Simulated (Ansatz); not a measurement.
**Ir wire along [100], 37 atoms a period: bands along the axis**

Wanted: the relaxed geometry and the bands of the Ir wire along [100], 37 atoms a period.

Method: DFT PBE, plane waves, PAW; relaxation of a wire's period; PAW set soft_1, in the first sound run; inputs show where later runs differ, in Ansatz 0.2.0.

**1. The structure**

The cell holds 37 atoms: 37 Ir. Cell: a = 18.410 Å, b = 18.410 Å, c = 3.870 Å, α = 90.0°, β = 90.0°, γ = 90.0°. Vacuum lies along a and b. The structure's axis is c.

**2. Relaxing the period**

Band widths follow the bond lengths, so the wire is relaxed first. The atoms and the third cell vector are free; the box across stays fixed as vacuum. A Fermi-Dirac smearing is set since the result may be a metal. The pressure printed is a third of the stress's trace over the whole box, vacuum included; only the stress along the axis is relaxed.

Input file input.yaml:

```yaml
crystal:
  lattice:
    - [18.41, 0.0, 0.0]
    - [0.0, 18.41, 0.0]
    - [0.0, 0.0, 3.87]
  atoms:
    - { symbol: Ir, position: [0.184682238, 0.394894079, 0.0] }
    - { symbol: Ir, position: [0.184682238, 0.605105921, 0.0] }
    - { symbol: Ir, position: [0.289788159, 0.289788159, 0.0] }
    - { symbol: Ir, position: [0.289788159, 0.5, 0.0] }
    - { symbol: Ir, position: [0.289788159, 0.710211841, 0.0] }
    - { symbol: Ir, position: [0.394894079, 0.184682238, 0.0] }
    - { symbol: Ir, position: [0.394894079, 0.394894079, 0.0] }
    - { symbol: Ir, position: [0.394894079, 0.605105921, 0.0] }
    - { symbol: Ir, position: [0.394894079, 0.815317762, 0.0] }
    - { symbol: Ir, position: [0.5, 0.289788159, 0.0] }
    - { symbol: Ir, position: [0.5, 0.5, 0.0] }
    - { symbol: Ir, position: [0.5, 0.710211841, 0.0] }
    - { symbol: Ir, position: [0.605105921, 0.184682238, 0.0] }
    - { symbol: Ir, position: [0.605105921, 0.394894079, 0.0] }
    - { symbol: Ir, position: [0.605105921, 0.605105921, 0.0] }
    - { symbol: Ir, position: [0.605105921, 0.815317762, 0.0] }
    - { symbol: Ir, position: [0.710211841, 0.289788159, 0.0] }
    - { symbol: Ir, position: [0.710211841, 0.5, 0.0] }
    - { symbol: Ir, position: [0.710211841, 0.710211841, 0.0] }
    - { symbol: Ir, position: [0.815317762, 0.394894079, 0.0] }
    - { symbol: Ir, position: [0.815317762, 0.605105921, 0.0] }
    - { symbol: Ir, position: [0.184682238, 0.5, 0.5] }
    - { symbol: Ir, position: [0.289788159, 0.394894079, 0.5] }
    - { symbol: Ir, position: [0.289788159, 0.605105921, 0.5] }
    - { symbol: Ir, position: [0.394894079, 0.289788159, 0.5] }
    - { symbol: Ir, position: [0.394894079, 0.5, 0.5] }
    - { symbol: Ir, position: [0.394894079, 0.710211841, 0.5] }
    - { symbol: Ir, position: [0.5, 0.184682238, 0.5] }
    - { symbol: Ir, position: [0.5, 0.394894079, 0.5] }
    - { symbol: Ir, position: [0.5, 0.605105921, 0.5] }
    - { symbol: Ir, position: [0.5, 0.815317762, 0.5] }
    - { symbol: Ir, position: [0.605105921, 0.289788159, 0.5] }
    - { symbol: Ir, position: [0.605105921, 0.5, 0.5] }
    - { symbol: Ir, position: [0.605105921, 0.710211841, 0.5] }
    - { symbol: Ir, position: [0.710211841, 0.394894079, 0.5] }
    - { symbol: Ir, position: [0.710211841, 0.605105921, 0.5] }
    - { symbol: Ir, position: [0.815317762, 0.5, 0.5] }
kpoints:
  mp_grid: { grid: [1, 1, 21] }
scf:
  occupations: { method: fermi_dirac, width: 0.05 }
hamiltonian:
  xc: pbe
  pseudopotentials: { kind: paw, azcp: { folder: soft_1 } }
relax:
  cell: { fix: [a, b, alpha, beta, gamma] }
  max_steps: 45
  f_tol: 0.03
```

On the command line:

```sh
$ ansatz run input.yaml --threads 16 --pin off --max-ram 61440MiB --backend cuda --events-out ev --progress --plain --runs-dir out --max-vram 78GiB
```

Numbers of over 12 decimals in the logs are rounded to 6 here.

What it wrote:

```text
Engine: ansatz 0.2.0, aarch64-unknown-linux-gnu
Pseudopotentials: kind: paw
Pseudopotential: Ir, paw, valence charge 17, recommended cutoff 420 eV (normal), soft_1/Ir.paw.azcp
Functional definition: PBE
  parameter kappa = 0.804
  parameter beta = 0.066725
  exchange = pbe_x(kappa = kappa, mu = beta*pi^2/3)
  correlation = pbe_c(beta = beta)
[...]
Crystal: 37 atoms, lattice volume = 1311.652 Å³
Basis set: ecut = 420 eV, 25745 PW (Γ), exchange–correlation on 250×250×54 points (8 copies of the dense FFT grid, shifted against one another)
Bands: 378, of which v1, the nominal top of the filled ones, is band 315 counted from 1 (314 counted from 0)
Symmetry: 16 space group operations
Space group: P4/mmm (ITA 123), of the structure as read, at distance tolerance 1.1e-4 Å
k-points: 11 of 21
Non-local potential: Ir, projectors of the file, l = 0: 3, l = 1: 2, l = 2: 2, l = 3: 1
PAW form: soft (Blöchl's): semilocal exchange-correlation on the pseudo side does not see the compensation charge
PAW one-centre angular grid: Ir, 590 points (default); XC on 64 Gauss nodes
Initial density: superposition of atomic densities (neutral atoms: chi_scale 0, normalization atom)
Initial wavefunctions: pseudopotential atomic-orbital guess
[...]
Functional: x = pbe(κ = 0.804, μ = 0.219515), c = pbe(β = 0.066725)
SCF iter   1: F=—  HF=-441635.977892 eV  |F-HF|=—  |Δ(HF+E_count)|=         —  Δρ=3.28e-2  dr2=2.82e1  ethr=3.10e-3  ⟨swp⟩=7.7  Hψ=16860  notcnv=0  defer=173
preconditioner: auto → LDOS  [metal: Δε(μ)=0.021 eV  Ē_g=5.643 eV  σ=0.050 eV  W_gap=0.11  n_scr=338 (ndim 8)  ℏωp=18.7 eV  f_vac=0.482  D(μ)=46.95/eV (n_scr^D=378)  β→1.0]
SCF iter   2: F=—  HF=-441636.277968 eV  |F-HF|=—  |Δ(HF+E_count)|=   3.00e-1  Δρ=3.26e-2  dr2=2.99e1  ethr=3.10e-3  ⟨swp⟩=3.0  Hψ=9699  notcnv=0  defer=257
[...]
SCF iter  12: F=-441629.449364 eV  HF=-441629.449364 eV  |F-HF|=8.85e-9  |Δ(HF+E_count)|=   3.38e-9  Δρ=8.01e-7  dr2=1.62e-8  ethr=1.59e-11  ⟨swp⟩=4.4  Hψ=12796  notcnv=0
SCF 1 converged in 12 iterations: F = -441629.449364 eV  dr2 = 1.62e-8
  greatest PAW one-centre occupation: 1.000 electrons in one spin orbital (limit 2), on the Ir atom at site 10 (counted from 0), in its partial waves of l = 0
relax step   1: F+E_penalty+E_count = -441629.44936390 eV  Δ(F+E_penalty+E_count) = +0.000e0 eV  max|allowed force component| = 1.767e0 eV/Å  Δτ_max = 0.0000 Å  P = -6.243 GPa  Ω = 1311.652 Å³  fix = [a, b, alpha, beta, gamma]  reactions: a -6.209, b -6.209 GPa  (12 SCF iters, dr2 threshold 1.00e-7 eV, accepted)
[...]
Crystal: 37 atoms, lattice volume = 1266.054 Å³
Basis set: ecut = 420 eV, 24753 PW (Γ), exchange–correlation on 250×250×54 points (8 copies of the dense FFT grid, shifted against one another)
[...]
iter 1 solved again at ethr=2.48e-3 eV; its pass at ethr=3.10e-3 eV (dr2=1.56e1 eV) is discarded
SCF iter   1: F=—  HF=-441631.848948 eV  |F-HF|=—  |Δ(HF+E_count)|=         —  Δρ=1.80e-2  dr2=1.55e1  ethr=2.48e-3  ⟨swp⟩=2.2  Hψ=20983  notcnv=0
preconditioner: auto → LDOS  [metal: Δε(μ)=0.008 eV  Ē_g=5.989 eV  σ=0.050 eV  W_gap=0.04  n_scr=338 (ndim 8)  ℏωp=19.0 eV  f_vac=0.506  D(μ)=46.17/eV (n_scr^D=378)  β→1.0]
SCF iter   2: F=—  HF=-441631.551162 eV  |F-HF|=—  |Δ(HF+E_count)|=   2.98e-1  Δρ=7.54e-3  dr2=1.35e0  ethr=2.47e-3  ⟨swp⟩=3.4  Hψ=6585  notcnv=0
[...]
SCF iter   8: F=-441631.206425 eV  HF=-441631.206426 eV  |F-HF|=7.18e-7  |Δ(HF+E_count)|=   1.37e-6  Δρ=1.02e-5  dr2=2.59e-6  ethr=5.88e-10  ⟨swp⟩=3.7  Hψ=16948  notcnv=0
SCF 2 converged in 8 iterations: F = -441631.206425 eV  dr2 = 2.59e-6
  greatest PAW one-centre occupation: 1.000 electrons in one spin orbital (limit 2), on the Ir atom at site 35 (counted from 0), in its partial waves of l = 0
relax step   2: F+E_penalty+E_count = -441631.20642535 eV  Δ(F+E_penalty+E_count) = -1.757e0 eV  max|allowed force component| = 1.291e0 eV/Å  Δτ_max = 0.1948 Å  P = +3.834 GPa  Ω = 1266.054 Å³  energy of the carried Pulay correction = +9.150e-3 eV  fix = [a, b, alpha, beta, gamma]  reactions: a +2.951, b +2.951 GPa  (8 SCF iters, dr2 threshold 3.70e-6 eV, accepted)
[...]
Crystal: 37 atoms, lattice volume = 1304.211 Å³
[...]
iter 1 solved again at ethr=1.40e-4 eV; its pass at ethr=3.10e-3 eV (dr2=8.81e-1 eV) is discarded
[...]
SCF 3 converged in 7 iterations: F = -441632.041876 eV  dr2 = 2.30e-6
[...]
SCF 4 converged in 6 iterations: F = -441632.133852 eV  dr2 = 2.81e-6
[...]
SCF 5 converged in 6 iterations: F = -441632.139456 eV  dr2 = 3.02e-7
[...]
SCF 6 converged in 6 iterations: F = -441632.140071 eV  dr2 = 3.22e-8
[...]
SCF 7 converged in 5 iterations: F = -441632.136456 eV  dr2 = 2.68e-10
[...]
SCF converged after 5 iterations
[...]
--- Relaxed structure (6 steps of the walk, 6 accepted, 1 SCFs on fresh bases) ---
  F+E_penalty+E_count = -441632.13645610 eV   max|allowed force component| = 8.230e-3 eV/Å   (the final SCF, on the basis selected at the relaxed cell)
  cell:  # Å, volume = 1296.0637 Å³
    - [18.41, 0.0, 0.0]
    - [0.0, 18.41, 0.0]
    - [0.0, 0.0, 3.824008]
  atoms:
    - { symbol: Ir, position: [0.192581, 0.399812, 0.0] }
    - { symbol: Ir, position: [0.192581, 0.600188, 0.0] }
    - { symbol: Ir, position: [0.293440, 0.293440, 0.0] }
    - { symbol: Ir, position: [0.293020, 0.5, 0.0] }
    - { symbol: Ir, position: [0.293440, 0.706560, 0.0] }
    - { symbol: Ir, position: [0.399812, 0.192581, 0.0] }
    - { symbol: Ir, position: [0.396226, 0.396226, 0.0] }
    - { symbol: Ir, position: [0.396226, 0.603774, 0.0] }
    - { symbol: Ir, position: [0.399812, 0.807419, 0.0] }
    - { symbol: Ir, position: [0.5, 0.293020, 0.0] }
    - { symbol: Ir, position: [0.5, 0.5, 0.0] }
    - { symbol: Ir, position: [0.5, 0.706980, 0.0] }
    - { symbol: Ir, position: [0.600188, 0.192581, 0.0] }
    - { symbol: Ir, position: [0.603774, 0.396226, 0.0] }
    - { symbol: Ir, position: [0.603774, 0.603774, 0.0] }
    - { symbol: Ir, position: [0.600188, 0.807419, 0.0] }
    - { symbol: Ir, position: [0.706560, 0.293440, 0.0] }
    - { symbol: Ir, position: [0.706980, 0.5, 0.0] }
    - { symbol: Ir, position: [0.706560, 0.706560, 0.0] }
    - { symbol: Ir, position: [0.807419, 0.399812, 0.0] }
    - { symbol: Ir, position: [0.807419, 0.600188, 0.0] }
    - { symbol: Ir, position: [0.192371, 0.5, 0.500000] }
    - { symbol: Ir, position: [0.288712, 0.390304, 0.500000] }
    - { symbol: Ir, position: [0.288712, 0.609696, 0.500000] }
    - { symbol: Ir, position: [0.390304, 0.288712, 0.500000] }
    - { symbol: Ir, position: [0.395642, 0.5, 0.500000] }
    - { symbol: Ir, position: [0.390304, 0.711288, 0.500000] }
    - { symbol: Ir, position: [0.5, 0.192371, 0.500000] }
    - { symbol: Ir, position: [0.5, 0.395642, 0.500000] }
    - { symbol: Ir, position: [0.5, 0.604358, 0.500000] }
    - { symbol: Ir, position: [0.5, 0.807629, 0.500000] }
    - { symbol: Ir, position: [0.609696, 0.288712, 0.500000] }
    - { symbol: Ir, position: [0.604358, 0.5, 0.500000] }
    - { symbol: Ir, position: [0.609696, 0.711288, 0.500000] }
    - { symbol: Ir, position: [0.711288, 0.390304, 0.500000] }
    - { symbol: Ir, position: [0.711288, 0.609696, 0.500000] }
    - { symbol: Ir, position: [0.807629, 0.5, 0.500000] }
```

Elapsed: 12 s, on 1 × NVIDIA GB200 with 16 threads of Arm Neoverse V2, shared host; peak memory 1.5 GiB.

The steps of the relaxation:

```tsv
step	energy less that of the first step (eV)	largest force component (eV/Å)	pressure (GPa)	volume (Å³)
1	0.0000	1.7670	-6.24	1311.65
2	-1.7571	1.2907	3.83	1266.05
3	-2.5925	0.3163	-0.38	1304.21
4	-2.6845	0.0970	0.06	1297.37
5	-2.6901	0.0371	-0.03	1296.60
6	-2.6907	0.0083	-0.02	1296.06
7	-2.6871	0.0082	-0.01	1296.06
```

The log counts 1 steps on a newly chosen plane-wave basis, not all of them marked here; energy and pressure can jump at such steps.

Forces are held to the 16 operations that the run works with; a distortion that breaks them can't arise in this run.

```tsv
cell as run	before	after	change
c (Å)	3.870	3.824	-1.2 %
```

The atoms that moved most (Å, along periodic axes as changes of fractional coordinates times the final cell, across vacuum about the mean position):

```tsv
atom	dx	dy	dz	length
Ir21	-0.145	-0.091	0.000	0.171
Ir16	-0.091	-0.145	0.000	0.171
Ir2	0.145	-0.091	0.000	0.171
Ir13	-0.091	0.145	0.000	0.171
Ir20	-0.145	0.091	0.000	0.171
Ir9	0.091	-0.145	0.000	0.171
Ir1	0.145	0.091	0.000	0.171
Ir6	0.091	0.145	0.000	0.171
```

Numbers from this step:

* energy at zero smearing: -441631.9389 eV
* cell length along the wire: 3.824 Å

The cell's length comes to 3.824 Å with spin left out.

**3. The wire at its relaxed period**

This step: DFT PBE, plane waves, PAW; bands of a perfect wire; PAW set soft_1 (Ansatz 0.2.0).

At the relaxed period the bands are computed along the axis; those that cross an energy going forward count the channels that a perfect wire would open there.

Input file input.yaml:

```yaml
crystal:
  lattice:
    - [18.41, 0.0, 0.0]
    - [0.0, 18.41, 0.0]
    - [0.0, 0.0, 3.8240077544]
  atoms:
    - { symbol: Ir, position: [0.192580555, 0.399811935, 0.0] }
    - { symbol: Ir, position: [0.192580555, 0.600188065, 0.0] }
    - { symbol: Ir, position: [0.293440458, 0.293440458, 0.0] }
    - { symbol: Ir, position: [0.293020467, 0.5, 0.0] }
    - { symbol: Ir, position: [0.293440458, 0.706559542, 0.0] }
    - { symbol: Ir, position: [0.399811935, 0.192580555, 0.0] }
    - { symbol: Ir, position: [0.396225898, 0.396225898, 0.0] }
    - { symbol: Ir, position: [0.396225898, 0.603774102, 0.0] }
    - { symbol: Ir, position: [0.399811935, 0.807419445, 0.0] }
    - { symbol: Ir, position: [0.5, 0.293020467, 0.0] }
    - { symbol: Ir, position: [0.5, 0.5, 0.0] }
    - { symbol: Ir, position: [0.5, 0.706979533, 0.0] }
    - { symbol: Ir, position: [0.600188065, 0.192580555, 0.0] }
    - { symbol: Ir, position: [0.603774102, 0.396225898, 0.0] }
    - { symbol: Ir, position: [0.603774102, 0.603774102, 0.0] }
    - { symbol: Ir, position: [0.600188065, 0.807419445, 0.0] }
    - { symbol: Ir, position: [0.706559542, 0.293440458, 0.0] }
    - { symbol: Ir, position: [0.706979533, 0.5, 0.0] }
    - { symbol: Ir, position: [0.706559542, 0.706559542, 0.0] }
    - { symbol: Ir, position: [0.807419445, 0.399811935, 0.0] }
    - { symbol: Ir, position: [0.807419445, 0.600188065, 0.0] }
    - { symbol: Ir, position: [0.192370657, 0.5, 0.5] }
    - { symbol: Ir, position: [0.288711848, 0.390303506, 0.5] }
    - { symbol: Ir, position: [0.288711848, 0.609696494, 0.5] }
    - { symbol: Ir, position: [0.390303506, 0.288711848, 0.5] }
    - { symbol: Ir, position: [0.395641983, 0.5, 0.5] }
    - { symbol: Ir, position: [0.390303506, 0.711288152, 0.5] }
    - { symbol: Ir, position: [0.5, 0.192370657, 0.5] }
    - { symbol: Ir, position: [0.5, 0.395641983, 0.5] }
    - { symbol: Ir, position: [0.5, 0.604358017, 0.5] }
    - { symbol: Ir, position: [0.5, 0.807629343, 0.5] }
    - { symbol: Ir, position: [0.609696494, 0.288711848, 0.5] }
    - { symbol: Ir, position: [0.604358017, 0.5, 0.5] }
    - { symbol: Ir, position: [0.609696494, 0.711288152, 0.5] }
    - { symbol: Ir, position: [0.711288152, 0.390303506, 0.5] }
    - { symbol: Ir, position: [0.711288152, 0.609696494, 0.5] }
    - { symbol: Ir, position: [0.807629343, 0.5, 0.5] }
kpoints:
  mp_grid: { grid: [1, 1, 21] }
  band_path: { path: ["Γ", Z], npoints: 90 }
scf:
  occupations: { method: fermi_dirac, width: 0.05 }
hamiltonian:
  xc: pbe
  pseudopotentials: { kind: paw, azcp: { folder: soft_1 } }
output:
  dos: { e_range: [-5, 4] }
  write_potential: true
  write_density: true
  volumetric_format: npy
```

What it wrote:

```text
[...]
Crystal: 37 atoms, lattice volume = 1296.064 Å³
Basis set: ecut = 420 eV, 25361 PW (Γ)
Bands: 378, of which v1, the nominal top of the filled ones, is band 315 counted from 1 (314 counted from 0)
[... 1 set-up line as in the run before ...]
[...]
k-points: 11 of 21
[...]
SCF iter   1: F=—  HF=-441638.987773 eV  |F-HF|=—  |Δ(HF+E_count)|=         —  Δρ=3.32e-2  dr2=3.16e1  ethr=3.10e-3  ⟨swp⟩=7.8  Hψ=17169  notcnv=0  defer=90
[...]
SCF iter   6: F=—  HF=-441632.149406 eV  |F-HF|=—  |Δ(HF+E_count)|=   5.22e-3  Δρ=3.66e-4  dr2=4.07e-3  ethr=3.35e-6  ⟨swp⟩=2.8  Hψ=6608  notcnv=0  defer=269
[...]
SCF iter  10: F=—  HF=-441632.136593 eV  |F-HF|=—  |Δ(HF+E_count)|=   2.96e-6  Δρ=5.78e-6  dr2=9.55e-7  ethr=1.69e-9  ⟨swp⟩=2.0  Hψ=5502  notcnv=0  defer=269
[...]
SCF iter  12: F=-441632.136593 eV  HF=-441632.136593 eV  |F-HF|=4.25e-9  |Δ(HF+E_count)|=   3.77e-8  Δρ=8.59e-7  dr2=1.47e-8  ethr=1.59e-11  ⟨swp⟩=13.3  Hψ=13189  notcnv=0
SCF 1 converged in 12 iterations: F = -441632.136593 eV  dr2 = 1.47e-8
[...]
NSCF: frozen V_eff on 91 k-points
[...]
SCF converged after 12 iterations
[...]
```

Run time: 16 s. Hardware: 1 × NVIDIA GB200 with 16 threads; peak memory 3.1 GiB; 2.5 min of CPU time.

In the SCF lines HF is the Harris–Foulkes energy and dr2 the Hartree energy of the density residual, in eV; the loop may stop once dr2 is under the threshold and the program's other checks hold. Hψ counts applications of the Hamiltonian.

This step gave:

```
energy at zero smearing : -441631.9391 eV
band gap                : 0 eV
```

The electronic bands at the labelled points (eV, zero at the Fermi level; # counts the bands kept):

```tsv
point	#41	#42	#43	#44	#45	#46	#47	#48
Γ	0.02	0.03	0.07	0.10	0.10	0.12	0.18	0.18
halfway	-0.16	-0.05	-0.02	0.00	0.00	0.09	0.09	0.14
Z	-0.21	-0.17	-0.12	-0.12	-0.03	0.02	0.02	0.13
```

Between Γ and Z the bands cross the Fermi level 15 times, so a perfect wire would conduct at least 15 G₀, with spin left out.

**4. Results**

```
cell length, PBE                                            : 3.824 Å
ballistic conductance by band crossings, a lower bound, PBE : 15 G₀
```

Under PBE the cell's length is 3.82 Å, and the bands cross the Fermi level 15 times between Γ and Z, which gives a perfect wire at least 15 G₀ (opposite crossings within one step of the path cancel in such a count). No spin was allowed, though thin wires with open d shells can turn magnetic. Spin-orbit coupling is left out, which matters for the bands of heavy atoms.

[Logs are printed without paths, hosts, clocks, repeated set-up lines and the standing remarks that a program may print on its own settings, such as how far it seeks lower states.]

[Hosts, paths, dates, database ids (printed as entryN), source tags and the programs' standing remarks are cut or masked in the printed files.]
